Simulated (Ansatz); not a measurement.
# Formation energy and levels of the vacancy V_N in Si3N4 (P6_3/m)

Aim: at which Fermi levels does V_N in Si3N4 (P6_3/m) change its charge? The model is a cell of 42 host atoms with 1 N taken out.

Method: place-levels on HSE06 runs: charge-transition levels and formation energies with image-charge correction and potential alignment at the atomic sites; PAW set soft_1, in Ansatz 0.2.0.

**1. Set-up**

The cell holds 41 atoms: 18 Si and 23 N. Cell: a = 7.624 Å, b = 7.624 Å, c = 8.731 Å, α = 90.0°, β = 90.0°, γ = 120.0°. It derives from Si3N4 (space group P6_3/m). Nearest the centre at fractional (0.670, 0.700, 0.417): Si5 at 1.74 Å, Si19 at 1.74 Å, Si17 at 1.74 Å, N22 at 2.78 Å, N27 at 2.82 Å, N14 at 2.82 Å, N9 at 2.82 Å, N23 at 2.82 Å.

Structure file:

```xyz
41
Lattice="7.6245 0.0000 0.0000 -3.8122 6.6030 0.0000 0.0000 0.0000 8.7308" Properties=species:S:1:pos:R:3 pbc="T T T"
Si   -1.3768    5.4544    2.1827
Si    2.2124    1.5348    0.7276
Si    4.0352    3.9196    0.7276
Si   -0.2230    2.6834    2.1827
Si    1.5999    5.0681    2.1827
Si    5.1891    1.1485    0.7276
N     0.0000    4.4020    2.1827
N     3.8122    2.2010    0.7276
N     4.8445    4.4239    2.1827
N    -1.4090    6.4074    0.7276
N     2.4413    4.6195    0.7276
N     1.3710    1.9835    2.1827
N    -1.0323    2.1790    0.7276
N     5.2212    0.1956    2.1827
Si   -1.3768    5.4544    5.0929
Si    2.2124    1.5348    3.6378
Si    4.0352    3.9196    3.6378
Si   -0.2230    2.6834    5.0929
Si    1.5999    5.0681    5.0929
Si    5.1891    1.1485    3.6378
N     0.0000    4.4020    5.0929
N     3.8122    2.2010    3.6378
N     4.8445    4.4239    5.0929
N    -1.4090    6.4074    3.6378
N     1.3710    1.9835    5.0929
N    -1.0323    2.1790    3.6378
N     5.2212    0.1956    5.0929
Si   -1.3768    5.4544    8.0032
Si    2.2124    1.5348    6.5481
Si    4.0352    3.9196    6.5481
Si   -0.2230    2.6834    8.0032
Si    1.5999    5.0681    8.0032
Si    5.1891    1.1485    6.5481
N     0.0000    4.4020    8.0032
N     3.8122    2.2010    6.5481
N     4.8445    4.4239    8.0032
N    -1.4090    6.4074    6.5481
N     2.4413    4.6195    6.5481
N     1.3710    1.9835    8.0032
N    -1.0323    2.1790    6.5481
N     5.2212    0.1956    8.0032
```

Screening for the image-charge correction: ε∞ = (4.29, 4.29, 4.37), ε0 = (8.29, 8.29, 8.25), from a response run on this crystal (DFPT, PBEsol) at that run's own cell.

The cell's shortest repeat is 7.6 Å.

**2. What was run first**

A transition level is the Fermi level at which two charge states cost the same, so each charge needs its own total energy, at its own relaxed structure.

Each atom starts 0.04 Å or so off its site in a random direction: a symmetric start keeps its symmetry, and would miss off-centre moves and Jahn–Teller distortions. Forces are taken at one point at (¼, ¼, ¼). The cell holds 1 electron fewer than the neutral one, with a uniform background that keeps it neutral on the whole.

One state's input; the others differ in charge, spin, start and seed, and in occupations where the table says so.

qp1.relax/input.yaml

```yaml
crystal:
  lattice:
    - [7.62445725, 0.0, 0.0]
    - [-3.81222863, 6.60297367, 0.0]
    - [0.0, 0.0, 2.91025578]
  atoms:
    - { symbol: Si, position: [0.232445, 0.826056, 0.75] }
    - { symbol: Si, position: [0.40639, 0.232445, 0.25] }
    - { symbol: Si, position: [0.826056, 0.59361, 0.25] }
    - { symbol: Si, position: [0.173944, 0.40639, 0.75] }
    - { symbol: Si, position: [0.59361, 0.767555, 0.75] }
    - { symbol: Si, position: [0.767555, 0.173944, 0.25] }
    - { symbol: "N", position: [0.333333, 0.666667, 0.75] }
    - { symbol: "N", position: [0.666667, 0.333333, 0.25] }
    - { symbol: "N", position: [0.970384, 0.669991, 0.75] }
    - { symbol: "N", position: [0.300393, 0.970384, 0.25] }
    - { symbol: "N", position: [0.669991, 0.699607, 0.25] }
    - { symbol: "N", position: [0.330009, 0.300393, 0.75] }
    - { symbol: "N", position: [0.029616, 0.330009, 0.25] }
    - { symbol: "N", position: [0.699607, 0.029616, 0.75] }
  supercell: [1, 1, 3]
  defects: [{ vacancy: 24 }]
total_charge: 1
basis:
  ecutwfc: 420
  xc_grid: 2
hamiltonian:
  xc: pbesol
  pseudopotentials: { kind: paw, azcp: { folder: soft_1 }, xc_functional: pbe }
kpoints:
  mp_grid: { grid: [1, 1, 1], shift: [0.25, 0.25, 0.25] }
scf:
  occupations: { method: fixed }
  max_iter: 100
output:
  forces: true
  charged_corrections:
    epsilon: [4.29, 4.29, 4.37]
    static_epsilon: [8.29, 8.29, 8.25]
    defect_position: [0.669991, 0.699607, 0.416667]
relax:
  f_tol: 0.02
  max_steps: 60
  random_displacement: { amplitude: 0.04, seed: 774 }
checkpoint:
  write: "../qp1.relax.run"
  compress: false
  write_wavefunctions: true
  write_every: 100000
```

On the command line:

```
$ ansatz run input.yaml --threads 8 --pin off --max-ram 18841MiB --backend cpu --events-out ev --progress --plain --runs-dir out
```

Exact exchange opens the gap and lessens the self-interaction that spreads bound carriers; this run is a single point, since a relaxation would cost many times more.

The run of this state that the levels use, under HSE06:

qp1.hybq/input.yaml

```yaml
crystal:
  checkpoint: "../qp1.relax.run"
  host: checkpoint
total_charge: 1
basis:
  ecutwfc: 420
  xc_grid: 2
hamiltonian:
  xc: hse06
  pseudopotentials: { kind: paw, azcp: { folder: soft_1 } }
kpoints:
  mp_grid: { grid: [1, 1, 1], shift: [0.25, 0.25, 0.25] }
scf:
  occupations: { method: fixed }
  max_iter: 100
output:
  forces: true
  charged_corrections:
    epsilon: [4.29, 4.29, 4.37]
    static_epsilon: [8.29, 8.29, 8.25]
    defect_position: [0.669991, 0.699607, 0.416667]
  eigenvalues: true
checkpoint:
  read: "../qp1.relax.run"
  write: "../qp1.hybq.run"
  compress: false
  write_wavefunctions: false
  write_every: 100000
```

Relaxations under PBEsol at one point at (¼, ¼, ¼); times on 8 threads of Arm Neoverse V1, shared host:

```
charge  moment (μB)  occupations    outcome  steps  largest displacement against the far atoms (Å)   time
     0            1        fixed  converged      6                                            0.24   17 s
    +1            0        fixed  converged      7                                            0.10  9.6 s
```

Single points under HSE06 at one point at (¼, ¼, ¼); times on 8 threads of Arm Neoverse V1, shared host:

```
charge  moment (μB)  occupations    outcome  time
     0            1        fixed  converged  59 s
    +1            0        fixed  converged  23 s
```

Distances (Å) from the ideal centre to the nearest atoms after relaxation with PBEsol:

```
charge  moment (μB)       1.       2.       3.      4.      5.      6.
     0            1  Si 1.53  Si 1.66  Si 1.81  N 2.61  N 2.71  N 2.72
    +1            0  Si 1.72  Si 1.73  Si 1.84  N 2.77  N 2.77  N 2.78
```

**3. place-levels, PBEsol, the zone centre alone**

PBEsol is run to see how far the result rests on the functional, though not on the errors that semilocal functionals share; the sampling changes too, to the zone centre alone, so differences hold both changes.

qp1.gamma/input.yaml

```yaml
crystal:
  checkpoint: "../qp1.relax.run"
  host: checkpoint
total_charge: 1
basis:
  ecutwfc: 420
  xc_grid: 2
hamiltonian:
  xc: pbesol
  pseudopotentials: { kind: paw, azcp: { folder: soft_1 }, xc_functional: pbe }
kpoints:
  mp_grid: { grid: [1, 1, 1] }
scf:
  occupations: { method: fixed }
  max_iter: 100
output:
  forces: true
  charged_corrections:
    epsilon: [4.29, 4.29, 4.37]
    static_epsilon: [8.29, 8.29, 8.25]
    defect_position: [0.669991, 0.699607, 0.416667]
  eigenvalues: true
checkpoint:
  read: "../qp1.relax.run"
  write: "../qp1.gamma.run"
  compress: false
  write_wavefunctions: false
  write_every: 100000
```

Elapsed: 1.7 s, on 8 threads of Arm Neoverse V1, shared host; peak memory 0.51 GiB; 9.6 s of CPU time.

levels.gamma.yaml

```yaml
host:
  run: host.gamma.run
states: [q0_M1.gamma.run, qp1.gamma.run]
geometry_from:
  q0_M1.gamma.run: q0_M1.relax.run
  qp1.gamma.run: qp1.relax.run
  host.gamma.run: host.relax.run
chemical_potentials:
  "N":
    energy: -378.476431
    dataset: "<sha256 of the dataset>"
```

On the command line:

```
$ ansatz place-levels levels.gamma.yaml -- --threads 8 --pin off --max-ram 18841MiB
```

Numbers of over 12 decimals in the logs are rounded to 6 here.

The log of the run:

```text
(+1/0) 1.733 eV above the valence edge, 2.415 eV under the conduction edge
formation energy of charge +1: +3.147 eV with the Fermi level at the valence edge
formation energy of charge 0: +4.881 eV with the Fermi level at the valence edge
  edges by pbesol, gap 4.148 eV; the host is sampled to repeats of 7.62 Å
[... the lines on each state left out ...]
```

Elapsed: 0.13 s, on 8 threads.

Under PBEsol the gap is 4.15 eV, (+1/0) 1.73 eV.

**4. place-levels, PBEsol, one point at (¼, ¼, ¼)**

The energy is taken again at one point at (¼, ¼, ¼), on the same structure.

qp1.quarter/input.yaml, as its differences from qp1.gamma/input.yaml of step 3:

```diff
@@ -11,3 +11,3 @@
 kpoints:
-  mp_grid: { grid: [1, 1, 1] }
+  mp_grid: { grid: [1, 1, 1], shift: [0.25, 0.25, 0.25] }
 scf:
@@ -22,5 +22,7 @@
   eigenvalues: true
+  eigenstates: { localisation: true }
+  populations: true
 checkpoint:
   read: "../qp1.relax.run"
-  write: "../qp1.gamma.run"
+  write: "../qp1.quarter.run"
   compress: false
```

Elapsed: 1.7 s, on 8 threads; peak memory 0.62 GiB; 9.7 s of CPU time.

levels.quarter.yaml

```yaml
host:
  run: host.quarter.run
states: [q0_M1.quarter.run, qp1.quarter.run]
geometry_from:
  q0_M1.quarter.run: q0_M1.relax.run
  qp1.quarter.run: qp1.relax.run
  host.quarter.run: host.relax.run
chemical_potentials:
  "N":
    energy: -378.476431
    dataset: "<sha256 of the dataset>"
```

On the command line:

```
$ ansatz place-levels levels.quarter.yaml -- --threads 8 --pin off --max-ram 18841MiB
```

The log of the run:

```text
(+1/0) 1.576 eV above the valence edge, 2.618 eV under the conduction edge
formation energy of charge +1: +3.845 eV with the Fermi level at the valence edge
formation energy of charge 0: +5.421 eV with the Fermi level at the valence edge
  edges by pbesol, gap 4.194 eV; the host is sampled to repeats of 11.59 Å
[... the lines on each state left out ...]
```

Run time: 0.14 s. Hardware: 8 threads.

Under PBEsol the gap is 4.19 eV, (+1/0) 1.58 eV; the stage before (PBEsol, at other k-points) gave a gap of 4.15 eV and levels within 0.16 eV of these.

**5. Levels against the band edges, PBEsol, a 2×2×2 shifted mesh**

The energy is taken again at a 2×2×2 shifted mesh, on the same structure.

qp1.mesh/input.yaml, as its differences from qp1.quarter/input.yaml of step 4:

```diff
@@ -11,3 +11,3 @@
 kpoints:
-  mp_grid: { grid: [1, 1, 1], shift: [0.25, 0.25, 0.25] }
+  mp_grid: { grid: [2, 2, 2], shift: [0.5, 0.5, 0.5] }
 scf:
@@ -22,7 +22,5 @@
   eigenvalues: true
-  eigenstates: { localisation: true }
-  populations: true
 checkpoint:
   read: "../qp1.relax.run"
-  write: "../qp1.quarter.run"
+  write: "../qp1.mesh.run"
   compress: false
```

It took 7.2 s on 8 threads; peak memory 1.3 GiB; 54 s of CPU time.

levels.mesh.yaml

```yaml
host:
  run: host.mesh.run
states: [q0_M1.mesh.run, qp1.mesh.run]
geometry_from:
  q0_M1.mesh.run: q0_M1.relax.run
  qp1.mesh.run: qp1.relax.run
  host.mesh.run: host.relax.run
chemical_potentials:
  "N":
    energy: -378.476431
    dataset: "<sha256 of the dataset>"
```

On the command line:

```
$ ansatz place-levels levels.mesh.yaml -- --threads 8 --pin off --max-ram 18841MiB
```

The log of the run:

```text
(+1/0) 1.567 eV above the valence edge, 2.621 eV under the conduction edge
formation energy of charge +1: +3.836 eV with the Fermi level at the valence edge
formation energy of charge 0: +5.403 eV with the Fermi level at the valence edge
  edges by pbesol, gap 4.188 eV; the host is sampled to repeats of 15.25 Å
[... the lines on each state left out ...]
```

It took 0.13 s on 8 threads.

Under PBEsol the gap is 4.19 eV, (+1/0) 1.57 eV; the stage before (PBEsol, at other k-points) gave a gap of 4.19 eV and levels within 0.01 eV of these.

**6. place-levels, HSE06, the zone centre alone**

Exact exchange opens the gap and lessens the self-interaction that spreads bound carriers; this run is a single point, since a relaxation would cost many times more.

qp1.hyb/input.yaml

```yaml
crystal:
  checkpoint: "../qp1.relax.run"
  host: checkpoint
total_charge: 1
basis:
  ecutwfc: 420
  xc_grid: 2
hamiltonian:
  xc: hse06
  pseudopotentials: { kind: paw, azcp: { folder: soft_1 } }
kpoints:
  mp_grid: { grid: [1, 1, 1] }
scf:
  occupations: { method: fixed }
  max_iter: 100
output:
  forces: true
  charged_corrections:
    epsilon: [4.29, 4.29, 4.37]
    static_epsilon: [8.29, 8.29, 8.25]
    defect_position: [0.669991, 0.699607, 0.416667]
  eigenvalues: true
  eigenstates: { localisation: true }
  populations: true
checkpoint:
  read: "../qp1.relax.run"
  write: "../qp1.hyb.run"
  compress: false
  write_wavefunctions: false
  write_every: 100000
```

Run time: 11 s. Hardware: 8 threads; peak memory 0.87 GiB; 71 s of CPU time.

levels.hyb.yaml

```yaml
host:
  run: host.hyb.run
states: [q0_M1.hyb.run, qp1.hyb.run]
geometry_from:
  q0_M1.hyb.run: q0_M1.relax.run
  qp1.hyb.run: qp1.relax.run
  host.hyb.run: host.relax.run
chemical_potentials:
  "N":
    energy: -383.845817
    dataset: "<sha256 of the dataset>"
```

On the command line:

```
$ ansatz place-levels levels.hyb.yaml -- --threads 8 --pin off --max-ram 18841MiB
```

The log of the run:

```text
(+1/0) 2.588 eV above the valence edge, 3.189 eV under the conduction edge
formation energy of charge +1: +2.589 eV with the Fermi level at the valence edge
formation energy of charge 0: +5.177 eV with the Fermi level at the valence edge
  edges by hse06, gap 5.777 eV; the host is sampled to repeats of 7.62 Å
[... the lines on each state left out ...]
```

Elapsed: 0.15 s, on 8 threads.

Under HSE06 the gap is 5.78 eV, (+1/0) 2.59 eV; the stage before (PBEsol, at other k-points) gave a gap of 4.19 eV and levels within 1.02 eV of these.

**7. Levels against the band edges, HSE06, one point at (¼, ¼, ¼)**

A charged cell interacts with its images and the background, and its potential has another zero than the host's. place-levels removes the first by a point-charge model, screened by the static dielectric constant since the ions have relaxed around the charge, and the second by comparing potentials at atoms far from the defect.

The host is a run of the defect-free crystal in the same cutoffs, grids and k-points, so that basis and sampling errors cancel in part in the differences. The host is run in a cell of 14 atoms on a matching mesh. Its band edges are searched through the zone by a band path, so the gap is smaller than, or equal to, that on the mesh. Chemical potentials are energies per atom of N (N2 molecule), run with the same functional and cutoff.

levels.hybq.yaml

```yaml
host:
  run: host.hybq.run
states: [q0_M1.hybq.run, qp1.hybq.run]
geometry_from:
  q0_M1.hybq.run: q0_M1.relax.run
  qp1.hybq.run: qp1.relax.run
  host.hybq.run: host.relax.run
chemical_potentials:
  "N":
    energy: -383.845817
    dataset: "<sha256 of the dataset>"
```

On the command line:

```
$ ansatz place-levels levels.hybq.yaml -- --threads 8 --pin off --max-ram 18841MiB
```

The log of the run:

```text
(+1/0) 2.396 eV above the valence edge, 3.356 eV under the conduction edge
formation energy of charge +1: +3.301 eV with the Fermi level at the valence edge
formation energy of charge 0: +5.697 eV with the Fermi level at the valence edge
  edges by hse06, gap 5.752 eV; the host is sampled to repeats of 11.59 Å
  the defect's cells are sampled to repeats of 11.59 Å, like sampling
  charge +1: -20335.8033 eV with its correction of +0.094 eV, at epsilon [8.29, 8.29, 8.25], aligned at sites: -0.2285 eV, mean over 21 atomic sites at or beyond 3.81 Å from the host's site at [0.6704, 0.6989, 0.4167] by the defect at [0.6700, 0.6996, [...]
  charge 0: +0.000 eV for its dipole among its images, +0.000 omitted
  of the host: (host) hybrid's levels can ripple along a path where its exchange mesh is coarse, and an extremum then takes the crest, of which none of its warnings tells: converge the edges in the exchange mesh (kpoints.mp_grid)
  of states[1] (qp1.hybq.run): how wide its charge is, is not read beside other atoms or cores, and a band state would take no correction. [...]
  of states[0] (q0_M1.hybq.run): its displacements don't fall off away from the defect: farther atoms stand 0.033 Å off the host's places. [...]
```

Elapsed: 0.14 s, on 8 threads.

Under HSE06 the gap is 5.75 eV, (+1/0) 2.40 eV; the stage before (HSE06, at other k-points) gave a gap of 5.78 eV and levels within 0.19 eV of these.

Levels between the charges placed, in eV above the valence top:

```
       gap (eV)  (+1/0)
HSE06      5.75    2.40
```

Corrections by state:

```
charge  moment (μB)  image terms and alignment (eV)  band filling (eV)                               ε used  over the lowest of its charge, as the program ranks them, band filling apart (eV)
    +1          0.0                           0.094                  -  principal values (8.25, 8.29, 8.29)                                                                              0.000
     0          1.0                           0.000                  -                                    -                                                                              0.000
```

From the program's caveats on the states, each cut to its opening words:

- charge +1: how wide its charge is, is not read beside other atoms or cores, and a band state would take no correction
- charge +1: its displacements don't fall off away from the defect: farther atoms stand 0.015 Å off the host's places
- charge 0 (1 μB): its displacements don't fall off away from the defect: farther atoms stand 0.033 Å off the host's places
- charge 0 (1 μB): flagged: stability check not made

Chemical potentials of the elements' reference phases, run alike. Formation energies (elemental references), with the Fermi level at the valence top and at the conduction bottom (gap 5.75 eV):

```
charge  at valence top (eV)  at conduction bottom (eV)  correction included (eV)
    +1                 3.30                       9.05                      0.09
     0                 5.70                       5.70                      0.00
```

```csv
Fermi level (eV),lowest formation energy (eV)
0.00,3.30
0.52,3.82
1.05,4.35
1.57,4.87
2.09,5.39
2.61,5.70
3.14,5.70
3.66,5.70
4.18,5.70
4.71,5.70
5.23,5.70
5.75,5.70
```

**8. The ladder**

Levels between neighbouring charges, in eV above each run's own valence top:

```
                                               gap (eV)  (+1/0)  CPU time a state at this stage (restarts are quicker than cold starts)
                    PBEsol, zone centre alone      4.15    1.73                                                                    14 s
                            PBEsol, (¼, ¼, ¼)      4.19    1.58                                                                    22 s
                   PBEsol, 2×2×2 shifted mesh      4.19    1.57                                                                    80 s
HSE06 on PBEsol structures, zone centre alone      5.78    2.59                                                                 2.2 min
        HSE06 on PBEsol structures, (¼, ¼, ¼)      5.75    2.40                                                                 4.7 min
```

**9. Results**

* gap of the host: 5.75 eV (HSE06)
* level (plus 1/0): 2.40 eV above the valence top
* lowest of the charges placed, just above the valence top (0.02 eV): +1
* lowest of the charges placed, just below the conduction bottom (0.02 eV): 0
* lowest formation energy at mid-gap of the charges run, elemental references: 5.70 eV

Of the charges placed (0 and +1), the lowest changes at 2.40 eV (+1/0) above the valence top, in a gap of 5.75 eV. Charges above +1 and below 0 were not placed, so these runs say nothing of levels that involve them. States placed: +1 at 0 μB; 0 at 1 μB. Other spin states or structures, where not listed, weren't placed. Under HSE06, the change of sampling (the zone centre alone against one point at (¼, ¼, ¼)) moves a level by 0.19 eV, which is the scale of doubt on levels at the coarser sampling. Under PBEsol, the change of sampling (the zone centre alone against a 2×2×2 shifted mesh) moves a level by 0.17 eV, which is the scale of doubt on levels at the coarser sampling. Under PBEsol, the change of sampling (the zone centre alone against one point at (¼, ¼, ¼)) moves a level by 0.16 eV, which is the scale of doubt on levels at the coarser sampling. Limits: one k-point off the zone centre stands for the whole zone; the images are only 7.6 Å apart; where a gas molecule sets a chemical potential or the host's formation energy, its binding is uncorrected; the structures are those of PBEsol; force components of up to 0.38 eV/Å remain in a run at the final settings.

[Logs are printed without paths, hosts, clocks, repeated set-up lines and the standing remarks that a program may print on its own settings, such as how far it seeks lower states.]

[Hosts, paths, dates, database ids (printed as entryN), source tags and the programs' standing remarks are cut or masked in the printed files.]

[Where a table of states has a column of steps, it counts the stored structures, which are thinned; the runs took as many ionic steps or more.]

[A defect's name tells the site on which it was built; relaxed atoms can leave that site.]

[For some hosts the program warned that the k-mesh of the response run may be too coarse for force constants and the static dielectric constant; such warnings are not shown here.]
